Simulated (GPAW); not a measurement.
## STM contrast on 2H-TaSTe monolayer

Aim: Tersoff-Hamann images of 2H-TaSTe monolayer at several biases.

Main program and level: GPAW 26.7.0; GPAW, PAW setups; layer in a repeated cell with vacuum, relaxation of atoms and in-plane cell, in the first sound run; inputs show where later runs differ.

## 1. The structure

The cell holds 3 atoms: 1 Te, 1 Ta and 1 S. Its edges and angles: a = 3.657 Å, b = 3.657 Å, c = 21.548 Å, α = 90.0°, β = 90.0°, γ = 120.0°. Vacuum lies along c.

## 2. Relaxation

The atoms are relaxed first, since the surface dipole, and with it the work function, follows the positions of the outer layers.

File run.py:

```python
import json
import numpy as np
from ase import Atoms
from ase.filters import FrechetCellFilter
from ase.optimize import BFGS
from gpaw import GPAW, PW

slab = Atoms(
    ['Te', 'Ta', 'S'],
    positions=[
        [-0.00000, 2.11152, 9.00000],
        [0.00000, 0.00000, 11.03135],
        [-0.00000, 2.11152, 12.54841]],
    cell=[[3.65726, 0.0, 0.0], [-1.82863, 3.16728, 0.0], [0.0, 0.0, 21.5484]],
    pbc=[True, True, True])

slab.calc = GPAW(mode=PW(600), xc='PBE', kpts={'size': (9, 9, 1), 'gamma': True},
                 occupations={'name': 'fermi-dirac', 'width': 0.05}, nbands='160%',
                 convergence={'density': 1e-05}, maxiter=200,
                 symmetry={'tolerance': 1e-3}, txt='slab.txt')
result = {}
# The in-plane cell is free; stress needs a cell that repeats along all three vectors
path = []
opt = BFGS(FrechetCellFilter(slab, mask=[1, 1, 0, 0, 0, 1]), maxstep=0.2)
opt.attach(lambda: path.append((slab.get_potential_energy(), slab.positions.tolist(), slab.get_forces().tolist())))
result['relaxed'] = bool(opt.run(fmax=0.02, steps=45))
result['path'] = path
result['cell'] = slab.cell.tolist()
print('in-plane lattice', slab.cell.cellpar().round(4)[[0, 1, 5]])
energy = slab.get_potential_energy()
fermi = slab.calc.get_fermi_level()
v = slab.calc.get_electrostatic_potential().mean((0, 1)) - fermi
n = slab.calc.get_pseudo_density().mean((0, 1))
L = slab.cell[2, 2]
z = np.arange(len(v)) * L / len(v)
low, high = slab.positions[:, 2].min(), slab.positions[:, 2].max()
below, above = np.interp([low - 6.8, high + 6.8], z, v)
slopes = [np.interp(x, z, np.gradient(v, z)) for x in (low - 6.8, high + 6.8)]
eps = np.array([[slab.calc.get_eigenvalues(k, s) for k in range(len(slab.calc.get_ibz_k_points()))]
                for s in range(slab.calc.get_number_of_spins())]) - fermi
top, bottom = eps[eps < 0].max(), eps[eps > 0].min()
dipole = slab.get_dipole_moment()[2]
print(f'energy {energy:.4f} eV, Fermi level {fermi:.4f} eV, dipole {dipole:.5f} e A')
print(f'potential 6.8 A off the faces, from the Fermi level: lower {below:.4f} eV, upper {above:.4f} eV')
print(f'slope of the potential there: lower {slopes[0]:.5f}, upper {slopes[1]:.5f} eV/A')
print(f'nearest levels on the mesh: {top:.4f} and {bottom:.4f} eV')
print('magnetic moment', round(slab.get_magnetic_moment(), 3))
result.update(energy=energy, fermi=fermi, dipole=dipole, below=below, above=above, slopes=slopes, edges=[top, bottom],
              z=z.tolist(), v=v.tolist(), n=n.tolist(), positions=slab.positions.tolist(),
              forces=slab.get_forces(apply_constraint=False).tolist(), moments=slab.get_magnetic_moments().tolist())
json.dump(result, open('result.json', 'w'))
```

Launch:

```bash
$ OMP_NUM_THREADS=1 OPENBLAS_NUM_THREADS=1 python run.py
```

Output:

```text
Step          Energy          fmax
BFGS:    0      -18.864885        1.653165
BFGS:    1      -18.991800        1.319176
BFGS:    2      -19.190028        0.483412
BFGS:    3      -19.201771        0.108770
BFGS:    4      -19.202222        0.068924
BFGS:    5      -19.202552        0.068654
BFGS:    6      -19.202910        0.067045
BFGS:    7      -19.203083        0.044556
BFGS:    8      -19.203143        0.025586
BFGS:    9      -19.203158        0.009055
in-plane lattice [  3.5231   3.5231 120.    ]
energy -19.1879 eV, Fermi level -1.3565 eV, dipole -0.04831 e A
potential 6.8 A off the faces, from the Fermi level: lower 5.0448 eV, upper 5.2167 eV
slope of the potential there: lower -0.03744, upper -0.03755 eV/A
nearest levels on the mesh: -0.0169 and 0.1056 eV
magnetic moment 0.0
```

Run time: 5.5 min. Hardware: 1 thread of Arm Neoverse V1, shared host; peak memory 0.36 GiB.

Numbers from this step:

```
dipole along the normal                    : -0.04831 e·Å
levels nearest the Fermi level on the mesh : -0.01693, 0.1056 eV from the Fermi level
```

The electrostatic potential energy of an electron (without an applied field's), less the Fermi level, planar mean by z:

```
z (Å)  electrostatic potential energy of an electron (without an applied field's), less the Fermi level, planar mean (eV)
  0.0                                                                                                                5.13
  0.5                                                                                                                5.11
  1.0                                                                                                                5.09
  1.5                                                                                                                5.07
  2.0                                                                                                                5.06
  2.5                                                                                                                5.04
  3.0                                                                                                                5.02
  3.5                                                                                                                5.00
  4.0                                                                                                                4.98
  4.5                                                                                                                4.96
  5.0                                                                                                                4.94
  5.5                                                                                                                4.92
  6.0                                                                                                                4.90
  6.5                                                                                                                4.84
  7.0                                                                                                                4.69
  7.5                                                                                                                4.09
  8.0                                                                                                                1.74
  8.5                                                                                                               -6.55
  9.0                                                                                                               -20.0
  9.5                                                                                                               -12.3
 10.0                                                                                                               -3.55
 10.5                                                                                                               -8.88
 11.0                                                                                                               -18.2
 11.5                                                                                                               -11.2
 12.0                                                                                                               -8.14
 12.5                                                                                                               -14.9
 13.0                                                                                                               -1.81
 13.5                                                                                                                3.86
 14.0                                                                                                                5.10
 14.5                                                                                                                5.33
 15.0                                                                                                                5.36
 15.5                                                                                                                5.36
 16.0                                                                                                                5.34
 16.5                                                                                                                5.32
 17.0                                                                                                                5.30
 17.5                                                                                                                5.28
 18.0                                                                                                                5.26
 18.5                                                                                                                5.25
 19.0                                                                                                                5.23
 19.5                                                                                                                5.21
 20.0                                                                                                                5.19
 20.5                                                                                                                5.17
 21.0                                                                                                                5.15
```

Pseudo valence density, planar mean against z:

| z (Å) | pseudo valence density, planar mean (e/Å³) |
| --- | --- |
| 5.0 | 2.7e-5 |
| 5.5 | 1.1e-4 |
| 6.0 | 4.8e-4 |
| 6.5 | 0.00200 |
| 7.0 | 0.00840 |
| 7.5 | 0.0344 |
| 8.0 | 0.125 |
| 8.5 | 0.287 |
| 9.0 | 0.127 |
| 9.5 | 0.329 |
| 10.0 | 0.328 |
| 10.5 | 0.486 |
| 11.0 | 1.07 |
| 11.5 | 0.640 |
| 12.0 | 0.462 |
| 12.5 | 0.351 |
| 13.0 | 0.281 |
| 13.5 | 0.0877 |
| 14.0 | 0.0183 |
| 14.5 | 0.00361 |
| 15.0 | 7.2e-4 |
| 15.5 | 1.5e-4 |
| 16.0 | 3.1e-5 |

The relaxation lowered the energy of the cell by 0.339 eV (energies extrapolated to zero smearing; the optimiser's log prints free energies). The largest force left on a free atom is 0.0091 eV/Å.

## 3. Plane waves, PBE

The work function is the vacuum plateau of the electrostatic potential less the Fermi level; a dipole layer lets the two faces have plateaus of their own.

This step: GPAW, PAW setups; slab in vacuum (GPAW 26.7.0).

The cell differs from the one that the last finished run ended in (c 21.548 → 21.365 Å).

File run.py:

```python
import json
import numpy as np
from ase import Atoms
from ase.dft.stm import STM
from gpaw import GPAW, PW

slab = Atoms(
    ['Te', 'Ta', 'S'],
    positions=[
        [0.00000, 2.03407, 9.00000],
        [-0.00000, 0.00000, 10.94632],
        [0.00000, 2.03407, 12.36513]],
    cell=[[3.52312, 0.0, 0.0], [-1.76156, 3.05111, 0.0], [0.0, 0.0, 21.3651]],
    pbc=[True, True, False])

slab.calc = GPAW(mode=PW(400), xc='PBE', kpts={'size': (9, 9, 1), 'gamma': True},
                 occupations={'name': 'fermi-dirac', 'width': 0.05}, nbands='160%',
                 convergence={'density': 1e-05}, maxiter=200,
                 poissonsolver={'dipolelayer': 'xy'},
                 symmetry={'tolerance': 1e-3}, txt='slab.txt')
result = {}
energy = slab.get_potential_energy()
fermi = slab.calc.get_fermi_level()
v = slab.calc.get_electrostatic_potential().mean((0, 1)) - fermi
n = slab.calc.get_pseudo_density().mean((0, 1))
L = slab.cell[2, 2]
z = np.arange(len(v)) * L / len(v)
low, high = slab.positions[:, 2].min(), slab.positions[:, 2].max()
below, above = np.interp([low - 6.8, high + 6.8], z, v)
slopes = [np.interp(x, z, np.gradient(v, z)) for x in (low - 6.8, high + 6.8)]
eps = np.array([[slab.calc.get_eigenvalues(k, s) for k in range(len(slab.calc.get_ibz_k_points()))]
                for s in range(slab.calc.get_number_of_spins())]) - fermi
top, bottom = eps[eps < 0].max(), eps[eps > 0].min()
dipole = slab.get_dipole_moment()[2]
print(f'energy {energy:.4f} eV, Fermi level {fermi:.4f} eV, dipole {dipole:.5f} e A')
print(f'potential 6.8 A off the faces, from the Fermi level: lower {below:.4f} eV, upper {above:.4f} eV')
print(f'slope of the potential there: lower {slopes[0]:.5f}, upper {slopes[1]:.5f} eV/A')
print(f'nearest levels on the mesh: {top:.4f} and {bottom:.4f} eV')
print('magnetic moment', round(slab.get_magnetic_moment(), 3))
result.update(energy=energy, fermi=fermi, dipole=dipole, below=below, above=above, slopes=slopes, edges=[top, bottom],
              z=z.tolist(), v=v.tolist(), n=n.tolist(), positions=slab.positions.tolist(),
              forces=slab.get_forces(apply_constraint=False).tolist(), moments=slab.get_magnetic_moments().tolist())

# Images need the states of the whole zone, up to time reversal
slab.calc = slab.calc.fixed_density(symmetry={'point_group': False}, txt='states.txt', nbands='280%',
                                    convergence={'bands': 'CBM+2.3'})
stm = STM(slab)
result['stm'] = []
for bias in [-1.5, 2.0]:
    height = high + 3.5
    current = stm.get_averaged_current(bias, height)
    x, y, h = stm.scan(bias, current)
    i, f = divmod(height / L * stm.ldos.shape[2], 1)
    I = abs((1 - f) * stm.ldos[:, :, int(i)] + f * stm.ldos[:, :, int(i) + 1])
    print(f'bias {bias} V: mean current at 3.5 A {current:.4e}, corrugation {np.ptp(h):.4f} A')
    result['stm'].append(dict(bias=bias, current=current, h=(h - high).tolist(), I=I.tolist()))
json.dump(result, open('result.json', 'w'))
```

Output:

```text
energy -19.1564 eV, Fermi level -1.3286 eV, dipole -0.03590 e A
potential 6.8 A off the faces, from the Fermi level: lower 4.8381 eV, upper 5.4372 eV
slope of the potential there: lower 0.00006, upper -0.00005 eV/A
nearest levels on the mesh: -0.0169 and 0.1049 eV
magnetic moment 0.0
bias -1.5 V: mean current at 3.5 A 3.4589e-06, corrugation 0.6088 A
bias 2.0 V: mean current at 3.5 A 1.3399e-05, corrugation 0.2215 A
```

Wall time 2 min (1 thread); peak memory 0.37 GiB.

This step gave:

```yaml
dipole_along_the_normal: -0.03590 e·Å
levels_nearest_the_fermi_level_on_the_mesh: -0.01693, 0.1049 eV from the Fermi level
upper_work_function: 5.437 eV
lower_work_function: 4.838 eV
corrugation_minus_1p5: 0.6088 Å
corrugation_2: 0.2215 Å
```

The electrostatic potential energy of an electron (without an applied field's), less the Fermi level, planar mean by z:

z (Å), electrostatic potential energy of an electron (without an applied field's), less the Fermi level, planar mean (eV) and a bar from the least value:
```
      0.0        5.1 ##############################
      0.5        4.8 #############################
      1.0        4.8 #############################
      1.5        4.8 #############################
      2.0        4.8 #############################
      2.5        4.8 #############################
      3.0        4.8 #############################
      3.5        4.8 #############################
      4.0        4.8 #############################
      4.5        4.8 #############################
      5.0        4.8 #############################
      5.5        4.8 #############################
      6.0        4.8 #############################
      6.5        4.8 #############################
      7.0        4.6 #############################
      7.5        3.8 ############################
      8.0        0.9 #########################
      8.5       -9.1 #############
      9.0      -20.6 
      9.5       -9.8 ############
     10.0       -3.6 ####################
     10.5      -11.0 ###########
     11.0      -18.2 ###
     11.5       -9.5 #############
     12.0       -9.5 #############
     12.5      -13.2 ########
     13.0       -0.2 ########################
     13.5        4.3 #############################
     14.0        5.2 ##############################
     14.5        5.4 ##############################
     15.0        5.4 ##############################
     15.5        5.4 ##############################
     16.0        5.4 ##############################
     16.5        5.4 ##############################
     17.0        5.4 ##############################
     17.5        5.4 ##############################
     18.0        5.4 ##############################
     18.5        5.4 ##############################
     19.0        5.4 ##############################
     19.5        5.4 ##############################
     20.0        5.4 ##############################
     20.5        5.4 ##############################
     21.0        5.4 ##############################
```

Pseudo valence density, planar mean against z:

| z (Å) | pseudo valence density, planar mean (e/Å³) |
| --- | --- |
| 0.00 | 0 |
| 0.64 | 0 |
| 1.07 | 0 |
| 1.71 | 0 |
| 2.35 | 0 |
| 2.78 | 0 |
| 3.42 | 0 |
| 4.06 | 2.7e-6 |
| 4.49 | 8.6e-6 |
| 5.13 | 5.2e-5 |
| 5.77 | 3.2e-4 |
| 6.20 | 0.00108 |
| 6.84 | 0.00668 |
| 7.48 | 0.0405 |
| 7.91 | 0.122 |
| 8.55 | 0.296 |
| 9.19 | 0.188 |
| 9.61 | 0.366 |
| 10.26 | 0.375 |
| 10.90 | 1.08 |
| 11.54 | 0.532 |
| 11.96 | 0.460 |
| 12.61 | 0.355 |
| 13.25 | 0.136 |
| 13.67 | 0.0381 |
| 14.31 | 0.00483 |
| 14.96 | 6.1e-4 |
| 15.38 | 1.6e-4 |
| 16.02 | 2.2e-5 |
| 16.66 | 2.0e-6 |
| 17.09 | 0 |
| 17.73 | 0 |
| 18.37 | 0 |
| 18.80 | 0 |
| 19.44 | 0 |
| 20.08 | 0 |
| 20.51 | 0 |
| 21.15 | 0 |

Tip height over the top atom over a1 and a2. Sample bias -1.5 V, constant current at the mean current 3.5 Å over the top atom.

Ten even steps from '0' (3.09 Å) to '9' (3.70 Å):
```
012456788887654210
124567888887654211
345688999988654322
456889999988654333
567899999987654444
678999999987655455
788999999887655556
788999998877655567
788999988776655667
788888887766555667
777887777665555667
666666666655555666
555555555555555555
444444555555555554
322334455666655443
111234556666655432
001234567777654321
001345677777654310
```
Columns: a1 from 0 to 0.944; rows upwards: a2 from 0 to 0.944.

Local density of states summed over the bias window over a1 and a2. Sample bias -1.5 V, constant height 3.5 Å over the top atom.

Ten even steps from '_' (1.16 × 1e-6 arbitrary) to '@' (6.54 × 1e-6 arbitrary):
```
____..::--==++********++==--::..____
__..::--==++**######**++==--::..____
..::--==++##%%%%%%%%##++==--::..____
::--==++##%%@@@@@@%%##++==--::......
--==++##%%@@@@@@@@%%##++==--::::::::
==++**%%@@@@@@@@@@%%**++==--::::::--
++**##%%@@@@@@@@%%##**++==--::::--==
++**##%%@@@@@@%%##**++==----------==
++**##%%%%%%%%##**++====--------====
++****######****++====----------====
++++++++++++++++====------------====
================------------------==
------------------------------------
::::::::::::::::--------------::::::
..........::::::------------::::::..
________..::::----======----::::..__
________..::--============--::..____
______..::--==++++++++++==--::..____
```
Columns: a1 from 0 to 0.944; rows upwards: a2 from 0 to 0.944.

(Part 1 of 2 ends here.)

[Logs are printed without paths, hosts, clocks, repeated set-up lines and the standing remarks that a program may print on its own settings, such as how far it seeks lower states.]

[Hosts, paths, dates, database ids (printed as entryN), source tags and the programs' standing remarks are cut or masked in the printed files.]
